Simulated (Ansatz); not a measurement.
# VSi2As4 monolayer in a perpendicular field

What dipole does a perpendicular field induce in the VSi2As4 monolayer? A positive field points along +c.

Main program and level: Ansatz 0.2.0; plane-wave DFT, PBE-D3(BJ), Ansatz PAW.

### 1. Set-up

The cell holds 7 atoms: 4 As, 2 Si and 1 V. Its edges and angles: a = 3.630 Å, b = 3.630 Å, c = 48.779 Å, α = 90.0°, β = 90.0°, γ = 120.0°. Vacuum lies along c.

### 2. Relaxing the slab

The starting cell is a guess, so the in-plane lattice and the atoms are relaxed first, with the slab cut off from its images along the normal.

input.yaml reads:

```yaml
crystal:
  lattice:
    - [3.63, 0.0, 0.0]
    - [-1.815, 3.1436722157, 0.0]
    - [0.0, 0.0, 48.7787023489]
  atoms:
    - { symbol: As, position: [0.0, 0.0, 0.4089899698] }
    - { symbol: Si, position: [0.3333333333, 0.6666666667, 0.4246109497] }
    - { symbol: As, position: [0.3333333333, 0.6666666667, 0.470327623] }
    - { symbol: V, position: [0.0, 0.0, 0.5], spin: 1.0 }
    - { symbol: As, position: [0.3333333333, 0.6666666667, 0.529672377] }
    - { symbol: Si, position: [0.3333333333, 0.6666666667, 0.5753890503] }
    - { symbol: As, position: [0.0, 0.0, 0.5910100302] }
  periodic: [true, true, false]
magnetization:
  spin_polarized: true
kpoints:
  mp_grid: { grid: [12, 12, 1] }
hamiltonian:
  xc: pbe
  dispersion: d3bj
scf:
  occupations: { method: fermi_dirac, width: 0.05 }
  convergence: { dr2_threshold: 1.0e-09 }
relax:
  f_tol: 0.004
  max_steps: 90
  cell: {}
output:
  write_potential: true
  write_density: true
  volumetric_format: npy
```

Command:

```sh
$ ansatz run input.yaml --threads 4 --pin off --max-ram 6144MiB --backend cpu --events-out ev --progress --plain --runs-dir out
```

Numbers of over 12 decimals in the logs are rounded to 6 here.

Log:

```text
Warning: relax.cell: scf.convergence.dr2_threshold = 1e-9 eV is looser than the 1.96405552613e-10 eV advised for a relaxation that steers and ends on the stress (1e-10 eV for each atom of the cell: 7, times the square of relax.cell.stress_2d_tol = 0.05 N/m over 18.9 Å (the atoms' height at the walk's start and 5 Å past either face), 2.648e-2 GPa, over a crystal's default 0.05). What an SCF threshold leaves in a stress goes as its square root, and in the free energy as the threshold itself, and one threshold admits the most on a small cell: [figures from the program's tests cut] Set scf.convergence.dr2_threshold to 1.96405552613e-10 eV or tighter. [rest of the remark cut]
Engine: ansatz 0.2.0, aarch64-unknown-linux-gnu
Pseudopotentials: kind: paw
Pseudopotential: As, paw, valence charge 15, recommended cutoff 420 eV (normal), As.paw.azcp
Pseudopotential: Si, paw, valence charge 4, recommended cutoff 420 eV (normal), Si.paw.azcp
Pseudopotential: V, paw, valence charge 13, recommended cutoff 420 eV (normal), V.paw.azcp
Functional definition: PBE
  parameter kappa = 0.804
  parameter beta = 0.066725
  exchange = pbe_x(kappa = kappa, mu = beta*pi^2/3)
  correlation = pbe_c(beta = beta)
Crystal: 7 atoms, lattice volume = 556.640 Å³
Basis set: ecut = 420 eV, 10711 PW (Γ), exchange–correlation on 50×50×720 points (8 copies of the dense FFT grid, shifted against one another)
Bands: 50, of which v1, the nominal top of the filled ones, is band 41 counted from 1 (40 counted from 0)
Symmetry: 12 space group operations
Space group: P-6m2 (ITA 187), of the structure as read, at distance tolerance 8.2e-5 Å
Magnetic group: BNS 187.209 (UNI 1439), of the structure as read, at distance tolerance 8.2e-5 Å
k-points: 19 of 144 (time reversal used)
Non-local potential: As, projectors of the file, l = 0: 2, l = 1: 2, l = 2: 3, l = 3: 1
Non-local potential: Si, projectors of the file, l = 0: 2, l = 1: 2, l = 2: 2
Non-local potential: V, projectors of the file, l = 0: 3, l = 1: 2, l = 2: 3, l = 3: 1
PAW form: soft (Blöchl's): semilocal exchange-correlation on the pseudo side does not see the compensation charge
PAW one-centre angular grid: As, 590 points (default); XC on 64 Gauss nodes
PAW one-centre angular grid: Si, 110 points (default); XC on 64 Gauss nodes
PAW one-centre angular grid: V, 590 points (default); XC on 64 Gauss nodes
Initial density: superposition of atomic densities (neutral atoms: chi_scale 0, normalization atom)
Starting moments: Σ|m| = 1 μB on 1 of 7 sites
Initial wavefunctions: pseudopotential atomic-orbital guess
Functional: x = pbe(κ = 0.804, μ = 0.219515), c = pbe(β = 0.066725)
SCF iter   1: F=—  HF=-23611.245625 eV  |F-HF|=—  |Δ(HF+E_count)|=         —  Δρ=1.17e-2 (↑1.17e-2 ↓1.14e-2)  dr2=4.05e0  dr2_m=2.60e-2  M=0.840 μB ∫|m|=1.080 μB  β_m=0.30  ethr=3.10e-3  ⟨swp⟩=14.9  Hψ=10822  notcnv=0  defer=7
Mixer restart at iter 1: flushing history
preconditioner: auto → LDOS  [metal: Δε(μ)=0.062 eV  Ē_g=8.386 eV  σ=0.050 eV  W_gap=0.28  n_scr=30 (ndim 8)  ℏωp=9.0 eV  f_vac=0.733  D(μ)=1.31/eV (n_scr^D=10)]
spin=Collinear: LDOS preconditioning applied to the charge; magnetization (m = ρ↑ − ρ↓) channel mixes plain (no charge-response kernel on spin).
SCF iter   2: F=—  HF=-23610.470255 eV  |F-HF|=—  |Δ(HF+E_count)|=   7.75e-1  Δρ=7.35e-3 (↑6.98e-3 ↓7.35e-3)  dr2=9.08e-1  dr2_m=1.35e-2  M=0.894 μB ∫|m|=1.128 μB  β_m=0.44  ethr=3.10e-3  ⟨swp⟩=3.9  Hψ=3364  notcnv=0  defer=86
SCF iter   3: F=—  HF=-23610.414260 eV  |F-HF|=—  |Δ(HF+E_count)|=   5.60e-2  Δρ=3.03e-3 (↑2.59e-3 ↓3.03e-3)  dr2=1.52e-1  dr2_m=3.97e-3  M=0.932 μB ∫|m|=1.184 μB  β_m=0.50  ethr=1.12e-3  ⟨swp⟩=3.0  Hψ=2900  notcnv=0  defer=86
SCF iter   4: F=—  HF=-23610.434667 eV  |F-HF|=—  |Δ(HF+E_count)|=         —  Δρ=1.20e-3 (↑1.20e-3 ↓1.13e-3)  dr2=2.73e-2  dr2_m=4.64e-3  M=0.974 μB ∫|m|=1.292 μB  β_m=0.50  ethr=1.88e-4  ⟨swp⟩=4.4  Hψ=4223  notcnv=0  defer=80
SCF iter   5: F=—  HF=-23610.439653 eV  |F-HF|=—  |Δ(HF+E_count)|=   4.99e-3  Δρ=6.56e-4 (↑6.50e-4 ↓6.56e-4)  dr2=3.60e-3  dr2_m=1.85e-3  M=0.981 μB ∫|m|=1.321 μB  β_m=0.52  ethr=3.37e-5  ⟨swp⟩=3.0  Hψ=3633  notcnv=0  defer=80
SCF iter   6: F=—  HF=-23610.439592 eV  |F-HF|=—  |Δ(HF+E_count)|=   6.12e-5  Δρ=4.54e-4 (↑4.54e-4 ↓3.85e-4)  dr2=1.05e-3  dr2_m=8.03e-4  M=0.982 μB ∫|m|=1.332 μB  β_m=0.65  ethr=4.44e-6  ⟨swp⟩=3.0  Hψ=3439  notcnv=0  defer=80
SCF iter   7: F=—  HF=-23610.440097 eV  |F-HF|=—  |Δ(HF+E_count)|=         —  Δρ=2.23e-4 (↑2.05e-4 ↓2.23e-4)  dr2=1.27e-4  dr2_m=2.14e-4  M=0.984 μB ∫|m|=1.349 μB  β_m=0.65  ethr=1.29e-6  ⟨swp⟩=3.2  Hψ=3502  notcnv=0  defer=80
SCF iter   8: F=—  HF=-23610.440223 eV  |F-HF|=—  |Δ(HF+E_count)|=   1.25e-4  Δρ=1.22e-4 (↑1.22e-4 ↓9.87e-5)  dr2=2.97e-5  dr2_m=5.52e-5  M=0.985 μB ∫|m|=1.356 μB  β_m=0.67  ethr=1.57e-7  ⟨swp⟩=3.4  Hψ=3935  notcnv=0  defer=80
SCF iter   9: F=—  HF=-23610.440319 eV  |F-HF|=—  |Δ(HF+E_count)|=   9.64e-5  Δρ=3.12e-5 (↑1.21e-5 ↓3.12e-5)  dr2=1.05e-5  dr2_m=1.61e-6  M=0.985 μB ∫|m|=1.361 μB  β_m=0.60  ethr=3.67e-8  ⟨swp⟩=3.0  Hψ=4064  notcnv=0  defer=80
SCF iter  10: F=—  HF=-23610.440321 eV  |F-HF|=—  |Δ(HF+E_count)|=   2.26e-6  Δρ=5.39e-6 (↑4.35e-6 ↓5.39e-6)  dr2=2.66e-7  dr2_m=9.24e-8  M=0.986 μB ∫|m|=1.362 μB  β_m=0.65  ethr=1.30e-8  ⟨swp⟩=3.2  Hψ=3497  notcnv=0  defer=80
SCF iter  11: F=—  HF=-23610.440321 eV  |F-HF|=—  |Δ(HF+E_count)|=   1.78e-7  Δρ=1.50e-6 (↑1.03e-6 ↓1.50e-6)  dr2=1.68e-8  dr2_m=4.99e-9  M=0.986 μB ∫|m|=1.363 μB  β_m=0.70  ethr=3.28e-10  ⟨swp⟩=3.5  Hψ=3991  notcnv=0  defer=80
SCF iter  12: F=—  HF=-23610.440321 eV  |F-HF|=—  |Δ(HF+E_count)|=   2.08e-8  Δρ=3.98e-7 (↑3.98e-7 ↓3.46e-7)  dr2=1.90e-9  dr2_m=5.66e-10  M=0.986 μB ∫|m|=1.363 μB  β_m=0.65  ethr=2.07e-11  ⟨swp⟩=3.1  Hψ=3983  notcnv=0  defer=80
SCF iter  13: F=-23610.440321 eV  HF=-23610.440321 eV  |F-HF|=2.00e-9  |Δ(HF+E_count)|=   1.79e-9  Δρ=2.49e-7 (↑2.49e-7 ↓1.49e-7)  dr2=8.18e-10  dr2_m=5.02e-11  M=0.986 μB ∫|m|=1.363 μB  ethr=1.23e-12  ⟨swp⟩=8.1  Hψ=13977  notcnv=0
SCF 1 converged in 13 iterations: F = -23610.440321 eV  dr2 = 8.18e-10
  greatest PAW one-centre occupation: 0.999 electrons in one spin orbital (limit 2), on the V atom at site 3 (counted from 0), in its partial waves of l = 0
relax step   1: F+E_penalty+E_count = -23610.44032142 eV  Δ(F+E_penalty+E_count) = +0.000e0 eV  max|allowed force component| = 3.191e0 eV/Å  Δτ_max = 0.0000 Å  P = +5.937 N/m  Ω = 556.640 Å³  fix = [c, alpha, beta]  reactions: c +0.000 N/m  (13 SCF iters, accepted)
Crystal: 7 atoms, lattice volume = 554.076 Å³
[...]
Basis set: ecut = 420 eV, 10429 PW (Γ), exchange–correlation on 48×48×720 points (8 copies of the dense FFT grid, shifted against one another)
Initial wavefunctions: pseudopotential atomic-orbital guess (no wavefunctions were taken with the density)
iter 1 solved again at ethr=8.04e-7 eV; its pass at ethr=3.10e-3 eV (dr2=6.51e-4 eV) is discarded
SCF iter   1: F=—  HF=-23611.834148 eV  |F-HF|=—  |Δ(HF+E_count)|=         —  Δρ=6.21e-6 (↑6.21e-6 ↓6.08e-6)  dr2=4.32e-7  dr2_m=1.01e-8  M=0.956 μB ∫|m|=1.242 μB  β_m=0.65  ethr=8.04e-7  ⟨swp⟩=6.1  Hψ=17519  notcnv=0
eigensolver tolerance schedule: the retry pair's looser diagonalisation over-reported the residual by 1507.95 of it (diagonalisation noise at 0.64 of the residual, at the tolerance the schedule requests for it); recorded, not acted on — ethr = c·dr2/N_el stays at c = 1.0e-1
preconditioner: auto → LDOS  [metal: Δε(μ)=0.068 eV  Ē_g=7.812 eV  σ=0.050 eV  W_gap=0.31  n_scr=26 (ndim 8)  ℏωp=9.2 eV  f_vac=0.722  D(μ)=0.73/eV (n_scr^D=6)]
spin=Collinear: LDOS preconditioning applied to the charge; magnetization (m = ρ↑ − ρ↓) channel mixes plain (no charge-response kernel on spin).
SCF iter   2: F=—  HF=-23611.834167 eV  |F-HF|=—  |Δ(HF+E_count)|=   1.94e-5  Δρ=2.96e-6 (↑2.96e-6 ↓2.89e-6)  dr2=9.20e-8  dr2_m=4.44e-10  M=0.956 μB ∫|m|=1.242 μB  β_m=0.50  ethr=5.33e-10  ⟨swp⟩=4.8  Hψ=5663  notcnv=0
SCF iter   3: F=—  HF=-23611.834167 eV  |F-HF|=—  |Δ(HF+E_count)|=   2.81e-8  Δρ=1.33e-6 (↑1.11e-6 ↓1.33e-6)  dr2=2.37e-8  dr2_m=4.51e-10  M=0.956 μB ∫|m|=1.242 μB  β_m=0.55  ethr=1.14e-10  ⟨swp⟩=3.1  Hψ=3503  notcnv=0
SCF iter   4: F=—  HF=-23611.834167 eV  |F-HF|=—  |Δ(HF+E_count)|=   4.96e-8  Δρ=5.34e-7 (↑4.41e-7 ↓5.34e-7)  dr2=1.85e-8  dr2_m=2.66e-10  M=0.956 μB ∫|m|=1.242 μB  β_m=0.46  ethr=2.93e-11  ⟨swp⟩=2.8  Hψ=3086  notcnv=0
SCF iter   5: F=—  HF=-23611.834167 eV  |F-HF|=—  |Δ(HF+E_count)|=   9.49e-9  Δρ=3.09e-7 (↑2.94e-7 ↓3.09e-7)  dr2=1.60e-9  dr2_m=2.01e-10  M=0.956 μB ∫|m|=1.242 μB  β_m=0.51  ethr=2.28e-11  ⟨swp⟩=2.6  Hψ=2517  notcnv=0
SCF iter   6: F=—  HF=-23611.834167 eV  |F-HF|=—  |Δ(HF+E_count)|=   1.53e-8  Δρ=1.56e-7 (↑1.30e-7 ↓1.56e-7)  dr2=1.30e-10  dr2_m=6.17e-11  M=0.956 μB ∫|m|=1.242 μB  β_m=0.56  ethr=1.97e-12  ⟨swp⟩=3.0  Hψ=3327  notcnv=0
SCF iter   7: F=-23611.834167 eV  HF=-23611.834167 eV  |F-HF|=1.83e-9  |Δ(HF+E_count)|=   4.92e-9  Δρ=1.25e-7 (↑1.25e-7 ↓3.70e-8)  dr2=2.41e-10  dr2_m=1.40e-11  M=0.956 μB ∫|m|=1.242 μB  ethr=1.00e-12  ⟨swp⟩=11.2  Hψ=12589  notcnv=0
SCF 7 converged in 7 iterations: F = -23611.834167 eV  dr2 = 2.41e-10
relax step   7: F+E_penalty+E_count = -23611.83416714 eV  Δ(F+E_penalty+E_count) = +5.363e-4 eV  max|allowed force component| = 1.090e-3 eV/Å  Δτ_max = 0.0000 Å  P = -0.006 N/m  Ω = 542.385 Å³  fix = [c, alpha, beta]  reactions: c -0.000 N/m  stress off target by 5.71e-3 N/m on what of the cell is left free  SCF on the basis re-selected at this cell (its energy is not comparable with the rows above)  (7 SCF iters)
basis re-selected at this cell: Δ(F+E_penalty+E_count) = +5.363e-4 eV, ΔP = -0.006 N/m vs the last step (what re-selecting the basis moved, of the pressure what is left beyond the Pulay correction that the steps carried, after the strain that the cell walked since its last selection, with what the two solves' SCF thresholds leave and, on support functions, any second-order correction that the steps lacked; it is no measure of the basis error at this ecutwfc). The dense FFT grid was sized anew with the basis: this SCF ran on 24×24×360 points, the steps before it on 25×25×360, so part of this shift can come from that change (see relax.cell in the input reference). [rest of the remark cut]
WARN: The output density's exchange-correlation potential varies sharply where the density is thin. Do not read a vacuum level from v_tot or v_xc, or from such a field of the output density. On a cell that repeats whose density bears no net charge and no dipole along the vacuum's axis use v_es (v_loc + v_h of the components); under efield.dipole_correction with no amplitude use v_es + v_field, which holds any externa [...]
SCF converged after 7 iterations
Magnetization: 0.9558 μB (40.9779 up, 40.0221 down)
Absolute magnetization: 1.2382 μB (∫|ρ↑−ρ↓|, with the PAW one-centre terms)
Spin contamination: 0.0301 ħ² per cell (⟨S²⟩ above its minimum at these occupations)
Per-site moments (μB) at R_I (Å): [(3.073712468659973e-5, 0.971041), (0.00894547, 0.967913), (-0.041258, 0.967913), (0.847787, 1.038543), (-0.041258, 0.967913), (0.00894547, 0.967913), (3.073712468692642e-5, 0.971041)]
Free energy (F): -23611.834167 eV
Harris-Foulkes:  -23611.834167 eV  (|F-HF|=1.83e-9)
Internal energy: -23611.827629 eV  (E = F + TS)
E sigma→0 (E₀):  -23611.830898 eV
Entropy (-TS):   -0.006539 eV (-0.934 meV/atom)
Fermi energy:    -4.981534 eV
--- Per-component energies (eV) ---
  E_band       = -2327.086180
  E_kinetic    = 831.829341
  E_local      = -453779.046444  (includes V_loc(G=0)·N_el)
  E_nonlocal   = -2675.135766
  E_hartree    = 226573.994454
  E_xc         = -558.731288
  E_vxc        = -577.191507  (∫ρ·V_xc dr)
  E_paw        = -9479.662951  (= ΣΔE_a)
  E_vpaw       = 724.470143  (= ΣTr[D̂ρ^β])
  E_aug_tail   = 0.000319  (compensation charges beyond the density's cutoff)
  E_ewald      = 215477.376518
  E_disp       = -2.451811  (pairwise vdW)
  E_smearing   = -0.006539  (= −TS)
  E_closure    = 0.000000  (closes the sum)
  Σ components = -23611.834167   (vs F -23611.834167, Δ=0.00e0)
--- Forces (eV/Å), atoms counted from 1 ---
  atom   1  As     0.00000000     0.00000000    -0.00074044
  atom   2  Si    -0.00000000     0.00000000     0.00045093
  atom   3  As     0.00000000     0.00000000    -0.00109038
  atom   4  V      0.00000000     0.00000000     0.00000000
  atom   5  As     0.00000000     0.00000000     0.00109038
  atom   6  Si    -0.00000000     0.00000000    -0.00045093
  atom   7  As     0.00000000     0.00000000     0.00074044
  max |Σ_I F_I| component: 1.51e-16 eV/Å
--- 2D stress c σ (N/m, compression-positive) ---
       -0.005713      -0.000000       0.000000
        0.000000      -0.005713      -0.000000
        0.000000      -0.000000      -0.000000
  P = ½ c Tr σ = -0.0057 N/m
--- Band table (eV; the first three rows and the last of 38) ---
  k-point 0 ↑: bands = [... 37 lower, -5.4298, -5.2841, -5.2841, -5.0654, -2.2385, -2.2385, -2.2337, -2.1781, ... 5 higher]
  k-point 1 ↑: bands = [... 37 lower, -5.6270, -5.4602, -5.4160, -5.0643, -2.6010, -2.5893, -2.2100, -2.1207, ... 5 higher]
  k-point 2 ↑: bands = [... 37 lower, -6.0329, -5.7190, -5.6858, -5.1837, -3.1940, -3.0887, -2.5077, -2.0656, ... 5 higher]
  k-point 18 ↓: bands = [... 37 lower, -7.4707, -6.5037, -5.8345, -4.2334, -3.5112, -3.4114, -3.2722, -2.8862, ... 5 higher]
  the weakly bound empty levels are not read free of the cell's end (no_gap_told)
--- Relaxed structure (6 steps of the walk, 6 accepted, 1 SCFs on fresh bases) ---
  F+E_penalty+E_count = -23611.83416714 eV   max|allowed force component| = 1.090e-3 eV/Å   (the final SCF, on the basis selected at the relaxed cell)
  cell:  # Å, volume = 542.3846 Å³
    - [3.583218, 0, 0]
    - [-1.791609, 3.103158, 0]
    - [0, 0, 48.7787023489]
  atoms:
    - { symbol: As, position: [9.204367647853904e-18, -5.409562550339281e-17, 0.399452] }
    - { symbol: Si, position: [0.333333, 0.666667, 0.422480] }
    - { symbol: As, position: [0.333333, 0.666667, 0.470584] }
    - { symbol: V, position: [1.0573552618554981e-17, -5.135725556199065e-17, 0.5] }
    - { symbol: As, position: [0.333333, 0.666667, 0.529416] }
    - { symbol: Si, position: [0.333333, 0.666667, 0.577520] }
    - { symbol: As, position: [1.1942737589256061e-17, -4.861888562058849e-17, 0.600548] }
```

Wall time 4.5 min (4 threads of Arm Neoverse V1, shared host); peak memory 1.5 GiB; 17 min of CPU time.

The steps of the relaxation:

```tsv
step	energy less that of the first step (eV)	largest force component (eV/Å)	volume (Å³)
1	0.0000	3.1910	556.64
2	-1.1048	1.2966	554.08
3	-1.3643	0.4041	546.14
4	-1.3936	0.1127	542.75
5	-1.3943	0.0321	542.32
6	-1.3944	0.0010	542.38
7*	-1.3938	0.0011	542.38
```

Relaxation steps marked * repeat the geometry before them on a plane-wave basis chosen anew for their cell, so energy and pressure can jump there.

Forces are held to the 12 operations that the run works with; a distortion that breaks them can't arise in this run.

```tsv
cell as run	before	after	change
a (Å)	3.630	3.583	-1.3 %
b (Å)	3.630	3.583	-1.3 %
```

The atoms that moved most (Å, along periodic axes as changes of fractional coordinates times the final cell, across vacuum about the mean position):

```tsv
atom	dx	dy	dz	length
As1	0.000	0.000	-0.465	0.465
As7	0.000	0.000	0.465	0.465
Si2	0.000	0.000	-0.104	0.104
Si6	0.000	0.000	0.104	0.104
As5	0.000	0.000	-0.012	0.012
As3	0.000	0.000	0.012	0.012
```

Final coordinates:

```cif
data_structure
_symmetry_space_group_name_H-M 'P 1'
_symmetry_Int_Tables_number 1
_cell_length_a 3.5832
_cell_length_b 3.5832
_cell_length_c 48.7787
_cell_angle_alpha 90.000
_cell_angle_beta 90.000
_cell_angle_gamma 120.000
_cell_volume 542.38
loop_
_atom_site_label
_atom_site_type_symbol
_atom_site_fract_x
_atom_site_fract_y
_atom_site_fract_z
_atom_site_occupancy
As1 As 0.00000 0.00000 0.39945 1
Si2 Si 0.33333 0.66667 0.42248 1
As3 As 0.33333 0.66667 0.47058 1
V4 V 0.00000 0.00000 0.50000 1
As5 As 0.33333 0.66667 0.52942 1
Si6 Si 0.33333 0.66667 0.57752 1
As7 As 0.00000 0.00000 0.60055 1
```

Numbers from this step:

* energy at zero smearing: -23611.8309 eV
* total moment: 0.9558 μB
* site moments: 3.07e-5, 0.008945, -0.04126, 0.8478, -0.04126, 0.008945, 3.07e-5 μB

Site moment by atom:

```tsv
atom	site moment (μB)
As1	0.000
Si2	0.009
As3	-0.041
V4	0.848
As5	-0.041
Si6	0.009
As7	0.000
```

The lattice constant a goes from 3.630 to 3.583 Å.

[end of part 1 of 2]

[Logs are printed without paths, hosts, clocks, repeated set-up lines and the standing remarks that a program may print on its own settings, such as how far it seeks lower states.]

[Hosts, paths, dates, database ids (printed as entryN), source tags and the programs' standing remarks are cut or masked in the printed files.]

[Maps of the electrostatic potential energy from Ansatz leave out the sawtooth potential of an applied field or a dipole correction, so their vacuum need not be flat; planar profiles and work functions include it.]
